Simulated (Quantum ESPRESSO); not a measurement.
# λ and ρ(T) of Rh (Fm-3m) from pw.x, ph.x and EPW, part 2 of 2

How strongly do phonons scatter the electrons of Rh (Fm-3m), and how dense must the meshes be?

Quantum ESPRESSO 7.5; DFT PBE, scalar-relativistic, plane waves, PseudoDojo 0.4.1 norm-conserving pseudopotentials.

So far, resistivity at 300 K (μΩ cm): step 9 (resistivity: fine k 24×24×24, q 12×12×12, adaptive width …) 6.04; step 11 (fine q mesh 16×16×16, fine mesh 32×32×32) 4.60.

### 12. Coupling and Tc: fine k 32×32×32, q 16×16×16, width 0.1 eV, window 0.41 eV (continued)

A2F against phonon energy; read off at these points:

```csv
phonon energy (meV),a2F
2.0,0
3.0,7.6e-4
4.0,6.3e-4
5.0,0.00105
6.0,0.00241
7.0,0.00463
8.0,0.00322
9.0,0.00924
10.0,0.00757
11.0,0.0121
12.0,0.0294
13.0,0.0296
14.0,0.0600
15.0,0.0599
16.0,0.125
17.0,0.219
18.0,0.275
19.0,0.311
20.0,0.375
21.0,0.403
21.7,0.465
22.0,0.456
23.0,0.421
24.0,0.252
25.0,0.132
26.0,0.367
27.0,0.570
27.3,0.594
28.0,0.377
29.0,0.0569
30.0,4.3e-4
31.0,0
```

Tc lies where the eigenvalue is 1; mu* = 0.13. Eigenvalue against temperature:

```csv
T (K),largest eigenvalue of the linearised gap equation
0.5,1.297
1,1.098
2,0.9004
4,0.7055
8,0.5134
16,0.3281
32,0.1562
```

λ = 0.423 and ħω_log = 20.9 meV, against 0.415 and 20.9 with fine k 20×20×20, q 10×10×10, width 0.15 eV (+2 % in λ). The eigenvalue passes 1 near 1.4 K.

### 13. Coupling and Tc: fine k 32×32×32, q 16×16×16, width 0.05 eV, window 0.3 eV

The sum is repeated with other delta width and window to test it.

Contents of a2f-3.in:

```
--
&inputepw
   prefix = 'x'
   outdir = './tmp'
   dvscf_dir = './save'
   elph = .true.
   etf_mem = 1
   nbndsub = 9
   bands_skipped = 'exclude_bands = 1-4'
   use_ws = .true.
   vme = 'wannier'
   asr_typ = 'crystal'
   nk1 = 8
   nk2 = 8
   nk3 = 8
   nq1 = 4
   nq2 = 4
   nq3 = 4
   amass(1) = 102.9055
   epwwrite = .false.
   epwread = .true.
   wannierize = .false.
   nkf1 = 32
   nkf2 = 32
   nkf3 = 32
   nqf1 = 16
   nqf2 = 16
   nqf3 = 16
   mp_mesh_k = .true.
   ephwrite = .true.
   eliashberg = .true.
   liso = .true.
   limag = .true.
   tc_linear = .true.
   tc_linear_solver = 'lapack'
   fsthick = 0.3
   degaussw = 0.05
   degaussq = 0.5
   nqstep = 500
   muc = 0.13
   wscut = 0.3
   nsiter = 500
   nstemp = 7
   temps = 0.5 1.0 2.0 4.0 8.0 16.0 32.0
/
```

Started as:

```sh
$ OMP_NUM_THREADS=1 mpirun -n 8 epw.x -nk 8 -in a2f-3.in > a2f-3.out
```

It took 27 min on 8 MPI ranks of Arm Neoverse N1, shared host; 3.6 h of CPU time.

Numbers from this step:

* coupling constant λ: 0.4476
* log mean phonon energy ħω_log: 20.94 meV
* density of states at the Fermi level: 0.7242 states/eV a spin and cell

The a2F by phonon energy; read off at these points:

```csv
phonon energy (meV),a2F
2.0,0
3.0,9.6e-4
4.0,5.3e-4
5.0,0.00143
6.0,0.00243
7.0,0.00533
8.0,0.00386
9.0,0.0106
10.0,0.00775
11.0,0.0121
12.0,0.0308
13.0,0.0294
14.0,0.0581
15.0,0.0581
16.0,0.126
17.0,0.236
18.0,0.300
19.0,0.332
20.0,0.395
21.0,0.415
21.7,0.473
22.0,0.457
23.0,0.426
24.0,0.273
25.0,0.144
26.0,0.439
27.0,0.614
27.3,0.644
28.0,0.403
29.0,0.0590
30.0,4.3e-4
31.0,0
```

λ = 0.448 and ħω_log = 20.9 meV, against 0.423 and 20.9 with fine k 32×32×32, q 16×16×16, width 0.1 eV (+6 % in λ). The eigenvalue passes 1 near 1.9 K.

### 14. Summary of results

| Property | Result |
| --- | --- |
| Wannier functions, band error | 9 functions; 8 meV r.m.s. |
| coupling constant λ, fine k 32×32×32, q 16×16×16, width 0.1 eV, window 0.41 eV | 0.423 |
| ħω_log | 20.9 meV |
| Tc at μ* = 0.13, Allen–Dynes | 0.68 K |
| resistivity at 300 K, 24×24×24 | 6.04 μΩ cm |
| resistivity at 300 K, 32×32×32 | 4.60 μΩ cm |

**Reading.** Step 12: The most distinct maxima of the a2F lie at 21.7 and 27.3 meV, the highest at 27.3 meV. Step 13: Twice the integral of α²F/ω over this curve gives λ = 0.45, half of it from below 21.7 meV. Step 13: Distinct peaks of the a2F stand at 21.7 and 27.3 meV; the one at 27.3 meV is strongest. On the finest meshes run, Rh (Fm-3m) has λ = 0.42 and a phonon-limited resistivity of 4.60 μΩ cm at 300 K. The last refinement of the mesh moved the resistivity by 24 %, so it is not converged, and no rank of the meshes against a measured value means much. On the finest mesh the adaptive width still reaches 0.53 eV against a window of 0.32 eV; the window, which cuts off final states, was not widened. N(E_F) runs from 0.58 to 0.72 states/eV a spin over these sums; λ is quoted for fine k 32×32×32, q 16×16×16, width 0.1 eV. The Eliashberg Tc is interpolated in log T between temperatures a factor of two apart, and its μ* acts up to a cut-off of 0.3 eV, so it weighs less than the same number in Allen and Dynes's formula. The relaxed volume lies +2.7 % from the database entry, which shifts the phonons and with them λ and ρ. Over the sums on sound settings, λ spans 0.415 to 0.448, and the Allen–Dynes Tc 0.59 to 0.98 K. Between 150 and 500 K the resistivity rises by a factor of 3.24, against 3.33 for a straight line through the origin; phonon scattering should fall faster than that line on cooling, so the temperature dependence is not converged. The rows at 150, 200, 273, 300, 400 and 500 K moved by more than 10 % in the last refinement. The Sommerfeld coefficient follows from γ = (π²/3) k_B² N(E_F)(1 + λ), with twice the density of states a spin that EPW reads on the fine mesh at this width. Measured: transition temperature: 0.000325 K (bulk, normal pressure; compiled value; quoted in “List of superconductors”, 2026, Wikipedia's table of superconducting elements, as read in December); Allen and Dynes's formula gives 0.68 K at μ* = 0.13, a miss by a large factor whose cause these runs do not show; μ* is typed and spin fluctuations are left out. The q mesh of ph.x (4×4×4), the k mesh and smearing of the ground state (12×12×12) and EPW's coarse k mesh (8×8×8) were not varied. Only scattering by harmonic phonons counts; impurities, grain boundaries and thermal expansion are left out, and μ* is typed.

Computed beside measured:

```
                                                  quantity  measured        24×24×24       32×32×32  k 20×20×20, 0.15 eV  k 32×32×32, 0.1 eV  k 32×32×32, 0.05 eV
resistivity at 273 K (computed: phonon part alone) (μΩ cm)       4.3  5.59 (+29.9 %)  4.18 (-2.9 %)                    -                   -                    -
   Sommerfeld coefficient γ (per mole of Rh) (mJ/(mol K²))       4.9               -              -       3.84 (-21.7 %)       4.86 (-0.7 %)        4.94 (+0.9 %)
```

Measured values from CRC Press, section 12, read from Wikipedia's data page (2003) and NBS Monograph 21, table 3 (1960).

How well it matches: For the resistivity at 273 K, of the levels listed nearest comes 32×32×32 (-2.9 %, good agreement) and farthest 24×24×24 (+29.9 %, a clear miss). For the Sommerfeld coefficient γ, of the levels listed nearest comes k 32×32×32, 0.1 eV (-0.7 %, good agreement) and farthest k 20×20×20, 0.15 eV (-21.7 %, a clear miss). Limits of convergence are named above.

[The logs of pw.x and epw.x are selected lines.]

[Logs are printed without paths, hosts, clocks, repeated set-up lines and the standing remarks that a program may print on its own settings, such as how far it seeks lower states.]

[Hosts, paths, dates, database ids (printed as entryN), source tags and the programs' standing remarks are cut or masked in the printed files.]
